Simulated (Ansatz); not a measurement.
# Rb2HOF: complex band structure

A new crystal, Rb2HOF: structure, gap and complex bands. It is built by putting F for Br in the Rb2HBrO structure of space group P2_1/m, with the volume rescaled by atomic radii. The parent structure comes from the Materials Project.

Method: PBEsol DFT, plane waves, PAW files, in the first sound run; inputs show where later runs differ, in Ansatz 0.2.0.

The structure was built from a prototype and need not be the compound's stable phase.

### Step 1. The structure

The structure is monoclinic, space group P2_1/m (No. 11). Conventional cell: a = 6.645 Å, b = 4.288 Å, c = 8.526 Å, α = 90.00°, β = 108.00°, γ = 90.00°. Rb has 3 O at 2.57 to 2.81 Å and 3 H at 2.92 to 3.50 Å and 3 F at 3.36 to 3.50 Å nearest. Nearest to Rb lie 2 O at 2.79 Å and 2 H at 2.89 Å and 4 F at 3.34 to 3.39 Å. Nearest to H lie 1 O at 0.93 Å and 4 Rb at 2.89 to 2.92 Å. Nearest to F lie 2 H at 3.03 Å and 7 Rb at 3.34 to 3.50 Å. Nearest to O lie 1 H at 0.93 Å and 5 Rb at 2.57 to 2.81 Å. It derives from Rb2HBrO. F for Br in the Rb2HBrO structure of space group P2_1/m. Farther neighbours and most contacts between anions are not listed.

### Step 2. Cell and atoms at rest

The substituted atoms don't fit the parent's cell, so cell and atoms relax together. A small smearing keeps the run stable in case the gap closes on the way.

Input file input.yaml:

```yaml
crystal:
  lattice:
    - [6.6448887008, 0.0, 0.0]
    - [0.0, 4.2879356135, 0.0]
    - [-2.6354042704, 0.0, 8.1088538142]
  atoms:
    - { symbol: Rb, position: [0.71491341, 0.75, 0.96318204] }
    - { symbol: Rb, position: [0.29342555, 0.25, 0.61836755] }
    - { symbol: Rb, position: [0.70657445, 0.75, 0.38163245] }
    - { symbol: Rb, position: [0.28508659, 0.25, 0.03681796] }
    - { symbol: H, position: [0.83640937, 0.25, 0.20743887] }
    - { symbol: H, position: [0.16359063, 0.75, 0.79256113] }
    - { symbol: F, position: [0.82444304, 0.25, 0.697501] }
    - { symbol: F, position: [0.17555696, 0.75, 0.302499] }
    - { symbol: O, position: [0.68981807, 0.25, 0.16905027] }
    - { symbol: O, position: [0.31018193, 0.75, 0.83094973] }
kpoints:
  mp_grid: { grid: [4, 6, 4] }
scf:
  occupations: { method: gaussian, width: 0.03 }
hamiltonian:
  xc: pbesol
output:
  forces: true
  stress: true
relax:
  f_tol: 0.02
  max_steps: 60
  cell: {}
```

Started as:

```
ansatz run input.yaml --threads 2 --pin off --max-ram 4096MiB --backend cpu --events-out ev --progress --plain --runs-dir out
```

Numbers of over 12 decimals in the logs are rounded to 6 here.

The log of the run:

```text
Engine: ansatz 0.2.0, x86_64-unknown-linux-gnu
Pseudopotentials: kind: paw
Pseudopotential: Rb, paw, valence charge 9, recommended cutoff 420 eV (normal), Rb.paw.azcp
Pseudopotential: H, paw, valence charge 1, recommended cutoff 420 eV (normal), H.paw.azcp
Pseudopotential: F, paw, valence charge 7, recommended cutoff 420 eV (normal), F.paw.azcp
Pseudopotential: O, paw, valence charge 6, recommended cutoff 420 eV (normal), O.paw.azcp
Functional definition: PBEsol
  exchange = pbesol_x
  correlation = pbesol_c
Crystal: 10 atoms, lattice volume = 231.044 Å³
Basis set: ecut = 420 eV, 4491 PW (Γ), exchange–correlation on 90×60×120 points (8 copies of the dense FFT grid, shifted against one another)
Bands: 42, of which v1, the nominal top of the filled ones, is band 32 counted from 1 (31 counted from 0)
Symmetry: 4 space group operations
Space group: P21/m (ITA 11), of the structure as read, at distance tolerance 6.1e-5 Å
k-points: 40 of 96
Non-local potential: Rb, projectors of the file, l = 0: 3, l = 1: 2, l = 2: 2
Non-local potential: H, projectors of the file, l = 0: 2, l = 1: 1
Non-local potential: F, projectors of the file, l = 0: 2, l = 1: 2, l = 2: 1
Non-local potential: O, projectors of the file, l = 0: 2, l = 1: 2, l = 2: 1
PAW form: soft (Blöchl's): semilocal exchange-correlation on the pseudo side does not see the compensation charge
PAW frozen core: Rb, regenerated for the run's functional, and the local potential with it (the file was generated under x = pbe(κ = 0.804, μ = 0.219515), c = pbe(β = 0.066725))
PAW frozen core: F, regenerated for the run's functional, and the local potential with it (the file was generated under x = pbe(κ = 0.804, μ = 0.219515), c = pbe(β = 0.066725))
PAW frozen core: O, regenerated for the run's functional, and the local potential with it (the file was generated under x = pbe(κ = 0.804, μ = 0.219515), c = pbe(β = 0.066725))
PAW one-centre angular grid: Rb, 110 points (default); XC on 64 Gauss nodes
PAW one-centre angular grid: H, 110 points (default); XC on 64 Gauss nodes
PAW one-centre angular grid: F, 110 points (default); XC on 64 Gauss nodes
PAW one-centre angular grid: O, 110 points (default); XC on 64 Gauss nodes
Initial density: superposition of atomic densities (neutral atoms: chi_scale 0, normalization atom), corrected by the library's trained network
Initial wavefunctions: pseudopotential atomic-orbital guess
Functional: x = pbesol(κ = 0.804, μ = 0.123457), c = pbesol(β = 0.046)
SCF iter   1: F=—  HF=-15628.197490 eV  |F-HF|=—  |Δ(HF+E_count)|=         —  Δρ=7.86e-3  dr2=1.13e-1  ethr=1.77e-3  ⟨swp⟩=9.2  Hψ=8854  notcnv=0  defer=29
preconditioner: auto → Resta (q_TF=auto, 2.203 Å⁻¹)  ε∞=2.8  [insulator: Δε(μ)=3.573 eV  Ē_g=13.580 eV  σ=0.030 eV  W_gap=1.00  n_scr=46 (ndim 8)  ℏωp=18.3 eV  f_vac=0.168  D(μ)=0.00/eV (n_scr^D=0)  ε∞_Penn≈2.8]
SCF iter   2: F=—  HF=-15628.174738 eV  |F-HF|=—  |Δ(HF+E_count)|=   2.28e-2  Δρ=3.52e-3  dr2=1.74e-2  ethr=1.76e-4  ⟨swp⟩=2.7  Hψ=3461  notcnv=0  defer=121
SCF iter   3: F=—  HF=-15628.171049 eV  |F-HF|=—  |Δ(HF+E_count)|=   3.69e-3  Δρ=7.53e-4  dr2=1.82e-3  ethr=2.72e-5  ⟨swp⟩=2.0  Hψ=2952  notcnv=0  defer=121
SCF iter   4: F=—  HF=-15628.171179 eV  |F-HF|=—  |Δ(HF+E_count)|=   1.30e-4  Δρ=5.53e-4  dr2=5.31e-4  ethr=2.84e-6  ⟨swp⟩=2.0  Hψ=2855  notcnv=0  defer=121
SCF iter   5: F=—  HF=-15628.171135 eV  |F-HF|=—  |Δ(HF+E_count)|=   4.39e-5  Δρ=1.26e-4  dr2=3.37e-5  ethr=8.30e-7  ⟨swp⟩=2.4  Hψ=2627  notcnv=0  defer=121
SCF iter   6: F=—  HF=-15628.171113 eV  |F-HF|=—  |Δ(HF+E_count)|=   2.26e-5  Δρ=5.06e-5  dr2=4.87e-6  ethr=5.26e-8  ⟨swp⟩=2.0  Hψ=2518  notcnv=0  defer=121
SCF iter   7: F=—  HF=-15628.171115 eV  |F-HF|=—  |Δ(HF+E_count)|=   2.54e-6  Δρ=1.12e-5  dr2=2.62e-7  ethr=7.61e-9  ⟨swp⟩=2.0  Hψ=2599  notcnv=0  defer=121
SCF iter   8: F=-15628.171116 eV  HF=-15628.171116 eV  |F-HF|=2.05e-8  |Δ(HF+E_count)|=   5.44e-7  Δρ=1.72e-6  dr2=1.01e-8  ethr=1.56e-10  ⟨swp⟩=5.0  Hψ=6100  notcnv=0
SCF 1 converged in 8 iterations: F = -15628.171116 eV  dr2 = 1.01e-8
  greatest PAW one-centre occupation: 0.973 electrons in one spin orbital (limit 2), on the Rb atom at site 3 (counted from 0), in its partial waves of l = 0
relax step   1: F+E_penalty+E_count = -15628.17111578 eV  Δ(F+E_penalty+E_count) = +0.000e0 eV  max|allowed force component| = 2.564e0 eV/Å  Δτ_max = 0.0000 Å  P = -0.101 GPa  Ω = 231.044 Å³  (8 SCF iters, dr2 threshold 1.00e-7 eV, accepted)
Crystal: 10 atoms, lattice volume = 221.712 Å³
Basis set: ecut = 420 eV, 4297 PW (Γ), exchange–correlation on 90×60×120 points (8 copies of the dense FFT grid, shifted against one another)
Initial density: handed on by an earlier stage of this run
Initial wavefunctions: those handed on with the density
iter 1 solved again at ethr=1.06e-3 eV; its pass at ethr=3.10e-3 eV (dr2=6.78e-1 eV) is discarded
SCF iter   1: F=—  HF=-15628.929880 eV  |F-HF|=—  |Δ(HF+E_count)|=         —  Δρ=1.55e-2  dr2=7.25e-1  ethr=1.06e-3  ⟨swp⟩=1.4  Hψ=8987  notcnv=0
preconditioner: auto → Resta (q_TF=auto, 2.218 Å⁻¹)  ε∞=2.9  [insulator: Δε(μ)=2.961 eV  Ē_g=13.504 eV  σ=0.030 eV  W_gap=1.00  n_scr=46 (ndim 8)  ℏωp=18.7 eV  f_vac=0.104  D(μ)=0.00/eV (n_scr^D=0)  ε∞_Penn≈2.9]
SCF iter   2: F=—  HF=-15628.742193 eV  |F-HF|=—  |Δ(HF+E_count)|=   1.88e-1  Δρ=7.07e-3  dr2=9.83e-2  ethr=1.06e-3  ⟨swp⟩=3.0  Hψ=3508  notcnv=0
SCF iter   3: F=—  HF=-15628.716527 eV  |F-HF|=—  |Δ(HF+E_count)|=   2.57e-2  Δρ=2.65e-3  dr2=2.05e-2  ethr=1.54e-4  ⟨swp⟩=3.2  Hψ=3669  notcnv=0  defer=139
SCF iter   4: F=—  HF=-15628.711543 eV  |F-HF|=—  |Δ(HF+E_count)|=   4.98e-3  Δρ=8.56e-4  dr2=1.39e-3  ethr=3.20e-5  ⟨swp⟩=2.9  Hψ=2887  notcnv=0  defer=139
SCF iter   5: F=—  HF=-15628.711701 eV  |F-HF|=—  |Δ(HF+E_count)|=   1.59e-4  Δρ=7.25e-4  dr2=7.90e-4  ethr=2.17e-6  ⟨swp⟩=2.0  Hψ=2768  notcnv=0  defer=139
SCF iter   6: F=—  HF=-15628.711443 eV  |F-HF|=—  |Δ(HF+E_count)|=   2.58e-4  Δρ=1.26e-4  dr2=3.32e-5  ethr=1.23e-6  ⟨swp⟩=2.0  Hψ=2779  notcnv=0  defer=139
SCF iter   7: F=—  HF=-15628.711475 eV  |F-HF|=—  |Δ(HF+E_count)|=   3.20e-5  Δρ=3.25e-5  dr2=1.84e-6  ethr=5.19e-8  ⟨swp⟩=2.0  Hψ=2459  notcnv=0  defer=139
SCF iter   8: F=-15628.711477 eV  HF=-15628.711477 eV  |F-HF|=2.95e-7  |Δ(HF+E_count)|=   1.59e-6  Δρ=8.95e-6  dr2=1.33e-7  ethr=1.56e-9  ⟨swp⟩=5.0  Hψ=5846  notcnv=0
SCF 2 converged in 8 iterations: F = -15628.711477 eV  dr2 = 1.33e-7
[...]
relax step  11: F+E_penalty+E_count = -15629.35390646 eV  Δ(F+E_penalty+E_count) = -7.739e-3 eV  max|allowed force component| = 3.271e-2 eV/Å  Δτ_max = 0.0625 Å  P = -0.053 GPa  Ω = 194.332 Å³  energy of the carried Pulay correction = +6.432e-2 eV  (6 SCF iters, dr2 threshold 3.55e-7 eV, accepted)
relax step  12: F+E_penalty+E_count = -15629.35869254 eV  Δ(F+E_penalty+E_count) = -4.786e-3 eV  max|allowed force component| = 8.904e-2 eV/Å  Δτ_max = 0.0965 Å  P = +0.014 GPa  Ω = 192.970 Å³  energy of the carried Pulay correction = +6.692e-2 eV  (8 SCF iters, dr2 threshold 6.69e-8 eV, accepted)
relax step  13: F+E_penalty+E_count = -15629.35901996 eV  Δ(F+E_penalty+E_count) = -3.274e-4 eV  max|allowed force component| = 1.635e-1 eV/Å  Δτ_max = 0.0612 Å  P = +0.128 GPa  Ω = 192.739 Å³  energy of the carried Pulay correction = +6.737e-2 eV  (7 SCF iters, dr2 threshold 4.96e-7 eV, rejected (line search))
relax step  14: F+E_penalty+E_count = -15629.36006977 eV  Δ(F+E_penalty+E_count) = -1.377e-3 eV  max|allowed force component| = 2.110e-2 eV/Å  Δτ_max = 0.0297 Å  P = -0.007 GPa  Ω = 193.398 Å³  energy of the carried Pulay correction = +6.610e-2 eV  (10 SCF iters, accepted)
relax step  15: F+E_penalty+E_count = -15629.36116906 eV  Δ(F+E_penalty+E_count) = -1.099e-3 eV  max|allowed force component| = 2.676e-2 eV/Å  Δτ_max = 0.0235 Å  P = +0.015 GPa  Ω = 193.037 Å³  energy of the carried Pulay correction = +6.679e-2 eV  (8 SCF iters, dr2 threshold 2.78e-8 eV, accepted)
relax step  16: F+E_penalty+E_count = -15629.36175479 eV  Δ(F+E_penalty+E_count) = -5.857e-4 eV  max|allowed force component| = 9.315e-3 eV/Å  Δτ_max = 0.0105 Å  P = -0.000 GPa  Ω = 192.914 Å³  energy of the carried Pulay correction = +6.703e-2 eV  (7 SCF iters, dr2 threshold 4.47e-8 eV, accepted)
relax step  17: F+E_penalty+E_count = -15629.34185259 eV  Δ(F+E_penalty+E_count) = +1.990e-2 eV  max|allowed force component| = 1.501e-2 eV/Å  Δτ_max = 0.0000 Å  P = -0.197 GPa  Ω = 192.914 Å³  stress off target by 2.87e-1 GPa  SCF on the basis re-selected at this cell (its energy is not comparable with the rows above)  (7 SCF iters)
relax step  18: F+E_penalty+E_count = -15629.34342639 eV  Δ(F+E_penalty+E_count) = -1.574e-3 eV  max|allowed force component| = 7.797e-2 eV/Å  Δτ_max = 0.0266 Å  P = +0.109 GPa  Ω = 190.359 Å³  energy of the carried Pulay correction = +5.032e-3 eV  (8 SCF iters, dr2 threshold 2.06e-7 eV, rejected (line search))
relax step  19: F+E_penalty+E_count = -15629.34639118 eV  Δ(F+E_penalty+E_count) = -4.539e-3 eV  max|allowed force component| = 2.589e-2 eV/Å  Δτ_max = 0.0094 Å  P = +0.028 GPa  Ω = 191.316 Å³  energy of the carried Pulay correction = +3.135e-3 eV  (10 SCF iters, accepted)
relax step  20: F+E_penalty+E_count = -15629.34651688 eV  Δ(F+E_penalty+E_count) = -1.257e-4 eV  max|allowed force component| = 5.837e-3 eV/Å  Δτ_max = 0.0034 Å  P = +0.005 GPa  Ω = 191.285 Å³  energy of the carried Pulay correction = +3.191e-3 eV  (6 SCF iters, dr2 threshold 4.19e-8 eV, accepted)
iter 1 solved again at ethr=8.74e-8 eV; its pass at ethr=3.10e-3 eV (dr2=5.60e-5 eV) is discarded
SCF iter   1: F=—  HF=-15629.343490 eV  |F-HF|=—  |Δ(HF+E_count)|=         —  Δρ=6.62e-5  dr2=1.24e-6  ethr=8.74e-8  ⟨swp⟩=4.0  Hψ=14217  notcnv=0
preconditioner: auto → Resta (q_TF=auto, 2.273 Å⁻¹)  ε∞=3.0  [insulator: Δε(μ)=3.780 eV  Ē_g=14.158 eV  σ=0.030 eV  W_gap=1.00  n_scr=40 (ndim 8)  ℏωp=20.1 eV  f_vac=0.069  D(μ)=0.00/eV (n_scr^D=0)  ε∞_Penn≈3.0]
SCF iter   2: F=—  HF=-15629.343491 eV  |F-HF|=—  |Δ(HF+E_count)|=   9.25e-7  Δρ=3.09e-5  dr2=4.25e-7  ethr=1.94e-9  ⟨swp⟩=2.6  Hψ=3025  notcnv=0
SCF iter   3: F=—  HF=-15629.343494 eV  |F-HF|=—  |Δ(HF+E_count)|=   2.54e-6  Δρ=1.52e-5  dr2=5.56e-8  ethr=6.64e-10  ⟨swp⟩=2.0  Hψ=2195  notcnv=0
SCF iter   4: F=—  HF=-15629.343494 eV  |F-HF|=—  |Δ(HF+E_count)|=   7.04e-7  Δρ=1.33e-6  dr2=2.87e-9  ethr=8.68e-11  ⟨swp⟩=2.0  Hψ=2800  notcnv=0
SCF iter   5: F=—  HF=-15629.343494 eV  |F-HF|=—  |Δ(HF+E_count)|=  3.26e-10  Δρ=4.76e-7  dr2=2.54e-10  ethr=4.48e-12  ⟨swp⟩=2.0  Hψ=2720  notcnv=0
SCF iter   6: F=-15629.343494 eV  HF=-15629.343494 eV  |F-HF|=3.09e-11  |Δ(HF+E_count)|=  2.69e-10  Δρ=1.41e-7  dr2=3.78e-11  ethr=1.00e-12  ⟨swp⟩=5.0  Hψ=5894  notcnv=0
SCF 21 converged in 6 iterations: F = -15629.343494 eV  dr2 = 3.78e-11
relax step  21: F+E_penalty+E_count = -15629.34349449 eV  Δ(F+E_penalty+E_count) = +3.022e-3 eV  max|allowed force component| = 6.330e-3 eV/Å  Δτ_max = 0.0000 Å  P = -0.022 GPa  Ω = 191.285 Å³  stress off target by 3.64e-2 GPa  SCF on the basis re-selected at this cell (its energy is not comparable with the rows above)  (6 SCF iters)
basis re-selected at this cell: Δ(F+E_penalty+E_count) = +3.022e-3 eV, ΔP = -0.027 GPa vs the last step (what re-selecting the basis moved, of the pressure what is left beyond the Pulay correction that the steps carried, after the strain that the cell walked since its last selection, with what the two solves' SCF thresholds leave and, on support functions, any second-order correction that the steps lacked; it is no m [...]
SCF converged after 6 iterations
Free energy (F): -15629.343494 eV
Harris-Foulkes:  -15629.343494 eV  (|F-HF|=3.09e-11)
Internal energy: -15629.343494 eV  (E = F + TS)
E sigma→0 (E₀):  -15629.343494 eV
Fermi energy:    4.910378 eV
--- Per-component energies (eV) ---
  E_band       = -390.455312
  E_kinetic    = 1564.681611
  E_local      = -4129.497191  (includes V_loc(G=0)·N_el)
  E_nonlocal   = 946.393211
  E_hartree    = 1273.491490
  E_xc         = -841.801778
  E_vxc        = -963.164955  (∫ρ·V_xc dr)
  E_paw        = -10969.292392  (= ΣΔE_a)
  E_vpaw       = -355.857326  (= ΣTr[D̂ρ^β])
  E_aug_tail   = 0.006358  (compensation charges beyond the density's cutoff)
  E_ewald      = -3473.974948
  E_core_change = 0.650144  (= ΣΔE_core)
  E_smearing   = -0.000000  (= −TS)
  E_closure    = 0.000000  (closes the sum)
  Σ components = -15629.343494   (vs F -15629.343494, Δ=0.00e0)
--- Forces (eV/Å), atoms counted from 1 ---
  atom   1  Rb     0.00007619     0.00000000     0.00263333
  atom   2  Rb    -0.00289419    -0.00000000     0.00023489
  atom   3  Rb     0.00289419     0.00000000    -0.00023489
  atom   4  Rb    -0.00007619    -0.00000000    -0.00263333
  atom   5  H      0.00253898    -0.00000000     0.00366300
  atom   6  H     -0.00253898     0.00000000    -0.00366300
  atom   7  F     -0.00156408     0.00000000    -0.00122156
  atom   8  F      0.00156408    -0.00000000     0.00122156
  atom   9  O     -0.00632958     0.00000000    -0.00271374
  atom  10  O      0.00632958    -0.00000000     0.00271374
  max |Σ_I F_I| component: 1.73e-18 eV/Å
--- Stress (GPa, compression-positive) ---
       -0.031124       0.000000       0.012786
        0.000000      -0.029283       0.000000
        0.012786       0.000000      -0.005228
  P = ⅓ Tr σ = -0.0219 GPa (-0.219 kbar)
--- Relaxed structure (19 steps of the walk, 16 accepted, 2 SCFs on fresh bases) ---
  F+E_penalty+E_count = -15629.34349449 eV   max|allowed force component| = 6.330e-3 eV/Å   (the final SCF, on the basis selected at the relaxed cell)
  cell:  # Å, volume = 191.2852 Å³
    - [5.837766, 0.0, 0.486269]
    - [0.0, 4.104229, 0.0]
    - [-1.721894, 0.0, 7.840252]
  atoms:
    - { symbol: Rb, position: [0.726142, 0.750000, 0.897346] }
    - { symbol: Rb, position: [0.271562, 0.250000, 0.598293] }
    - { symbol: Rb, position: [0.728438, 0.750000, 0.401707] }
    - { symbol: Rb, position: [0.273858, 0.250000, 0.102654] }
    - { symbol: H, position: [0.886794, 0.250000, 0.219589] }
    - { symbol: H, position: [0.113206, 0.750000, 0.780411] }
    - { symbol: F, position: [0.768290, 0.250000, 0.638938] }
    - { symbol: F, position: [0.231710, 0.750000, 0.361062] }
    - { symbol: O, position: [0.740239, 0.250000, 0.147425] }
    - { symbol: O, position: [0.259761, 0.750000, 0.852575] }
```

The job ended after 2.4 min (2 threads of Intel Xeon Platinum 8488C (Sapphire Rapids), shared host; peak memory 0.71 GiB).

Relaxation path:

```tsv
step	energy less that of the first step (eV)	largest force component (eV/Å)	pressure (GPa)	volume (Å³)
1	0.0000	2.5644	-0.10	231.04
2	-0.5404	0.6886	-1.63	221.71
3	-0.9407	0.2681	-1.31	202.81
4	-1.0451	0.4720	0.43	186.68
5	-1.0927	0.1230	0.32	190.20
6	-1.1206	0.0971	0.08	194.78
7	-1.1325	0.0362	-0.02	195.32
8	-1.1525	0.1580	-0.20	196.65
9	-1.1434	0.7930	0.36	196.52
10	-1.1751	0.0753	-0.01	194.95
11	-1.1828	0.0327	-0.05	194.33
12	-1.1876	0.0890	0.01	192.97
13	-1.1879	0.1635	0.13	192.74
14	-1.1890	0.0211	-0.01	193.40
15	-1.1901	0.0268	0.01	193.04
16	-1.1906	0.0093	0.00	192.91
17*	-1.1707	0.0150	-0.20	192.91
18	-1.1723	0.0780	0.11	190.36
19	-1.1753	0.0259	0.03	191.32
20	-1.1754	0.0058	0.01	191.29
21*	-1.1724	0.0063	-0.02	191.29
```

Relaxation steps marked * repeat the geometry before them on a plane-wave basis chosen anew for their cell, so energy and pressure can jump there. Relaxation steps 9, 13, 18 were tried and not accepted.

The run keeps the 4 symmetry operations that it works with, so distortions that break them were not tested.

```tsv
cell as run	before	after	change
a (Å)	6.645	5.858	-11.8 %
b (Å)	4.288	4.104	-4.3 %
c (Å)	8.526	8.027	-5.9 %
β (°)	108.00	97.63	-9.6 %
volume (Å³/atom)	23.10	19.13	-17.2 %
```

The atoms that moved most (Å, as changes of fractional coordinates times the final cell):

```tsv
atom	dx	dy	dz	length
Rb4	-0.179	0.000	0.511	0.541
Rb1	0.179	0.000	-0.511	0.541
F7	-0.227	0.000	-0.486	0.537
F8	0.227	0.000	0.486	0.537
O10	-0.332	0.000	0.145	0.362
O9	0.332	0.000	-0.145	0.362
H5	0.273	0.000	0.120	0.298
H6	-0.273	0.000	-0.120	0.298
```

Numbers from this step:

```yaml
free_energy: -15629.3435 eV
fermi_energy: 4.910 eV
pressure: -0.02188 GPa
```

The largest force component on a free atom ends at 0.0063 eV/Å.

### Step 3. Band edges

The energy window and the wavevectors of the next steps follow from the band edges, so these are searched first, off the mesh as well.

Input file input.yaml:

```yaml
crystal:
  lattice:
    - [5.8377655762, 0.0, 0.4862685948]
    - [0.0, 4.1042287148, 0.0]
    - [-1.7218936079, 0.0, 7.8402521698]
  atoms:
    - { symbol: Rb, position: [0.7261419314, 0.75, 0.8973455423] }
    - { symbol: Rb, position: [0.2715621822, 0.25, 0.5982933916] }
    - { symbol: Rb, position: [0.7284378178, 0.75, 0.4017066084] }
    - { symbol: Rb, position: [0.2738580686, 0.25, 0.1026544577] }
    - { symbol: H, position: [0.8867937001, 0.25, 0.2195893098] }
    - { symbol: H, position: [0.1132062999, 0.75, 0.7804106902] }
    - { symbol: F, position: [0.7682900754, 0.25, 0.6389377592] }
    - { symbol: F, position: [0.2317099246, 0.75, 0.3610622408] }
    - { symbol: O, position: [0.7402390552, 0.25, 0.1474250135] }
    - { symbol: O, position: [0.2597609448, 0.75, 0.8525749865] }
kpoints:
  mp_grid: { grid: [4, 6, 4] }
  band_path: { path: [VBM, CBM], npoints: 30 }
scf:
  occupations: { method: fixed }
hamiltonian:
  xc: pbesol
output:
  eigenvalues: true
  write_potential: true
  write_density: true
  volumetric_format: npy
```

The log of the run:

```text
[...]
Crystal: 10 atoms, lattice volume = 191.285 Å³
Basis set: ecut = 420 eV, 3723 PW (Γ)
Bands: 42, of which v1, the nominal top of the filled ones, is band 32 counted from 1 (31 counted from 0)
Symmetry: 4 space group operations
[...]
k-points: 40 of 96
[...]
SCF iter   1: F=—  HF=-15629.374347 eV  |F-HF|=—  |Δ(HF+E_count)|=         —  Δρ=9.10e-3  dr2=1.25e-1  ethr=1.77e-3  ⟨swp⟩=5.1  Hψ=6504  notcnv=0  defer=296
[...]
SCF iter   8: F=-15629.343660 eV  HF=-15629.343660 eV  |F-HF|=9.59e-9  |Δ(HF+E_count)|=   2.15e-7  Δρ=3.17e-6  dr2=1.21e-8  ethr=1.56e-10  ⟨swp⟩=13.2  Hψ=8499  notcnv=0
SCF 1 converged in 8 iterations: F = -15629.343660 eV  dr2 = 1.21e-8
[...]
NSCF: frozen V_eff on 80 k-points
[...]
SCF converged after 8 iterations
Free energy (F): -15629.343660 eV
[...]
Internal energy: -15629.343660 eV  (E = F + TS)
E sigma→0 (E₀):  -15629.343660 eV
Fermi energy:    3.020195 eV
[...]
--- Band table (eV; the first three rows and the last of 40) ---
  k-point 0: bands = [... 28 lower, 2.8631, 2.9521, 2.9895, 3.0202, 6.8007, 8.6938, 9.4257, 9.8598, ... 6 higher]
  k-point 1: bands = [... 28 lower, 2.8195, 2.9191, 2.9650, 3.0172, 7.1000, 8.6490, 9.1671, 9.9243, ... 6 higher]
  k-point 2: bands = [... 28 lower, 2.7798, 2.8836, 2.9431, 3.0111, 7.7846, 7.9102, 9.6430, 9.6784, ... 6 higher]
  k-point 39: bands = [... 28 lower, 2.7618, 2.7618, 2.8683, 2.8683, 9.3663, 9.3663, 10.1686, 10.1686, ... 6 higher]
```

The job ended after 34 s (2 threads; peak memory 0.62 GiB; 67 s of CPU time).

Numbers from this step:

```
free energy         : -15629.3437 eV
Fermi energy        : 3.020 eV
gap on the k-mesh   : 3.781 eV
gap on path         : 3.780 eV, by band count; negative where bands overlap
direct gap on path  : 3.781 eV
edge places on path : 0, 0.1057 1/A along the path
```

The electronic bands at the labelled points (eV, zero at the Fermi level (highest filled level under fixed occupations); v1 is the highest filled band, c1 the lowest empty one):

```tsv
point	v4	v3	v2	v1	c1	c2	c3	c4
VBM	-0.17	-0.08	-0.04	0.00	3.87	5.71	6.31	6.81
halfway	-0.16	-0.07	-0.03	0.00	3.80	5.68	6.38	6.83
CBM	-0.16	-0.07	-0.03	0.00	3.78	5.67	6.41	6.84
```

The searched edges give 3.78 eV, as on the mesh.

[end of part 1 of 2]

[Logs are printed without paths, hosts, clocks, repeated set-up lines and the standing remarks that a program may print on its own settings, such as how far it seeks lower states.]

[Hosts, paths, dates, database ids (printed as entryN), source tags and the programs' standing remarks are cut or masked in the printed files.]
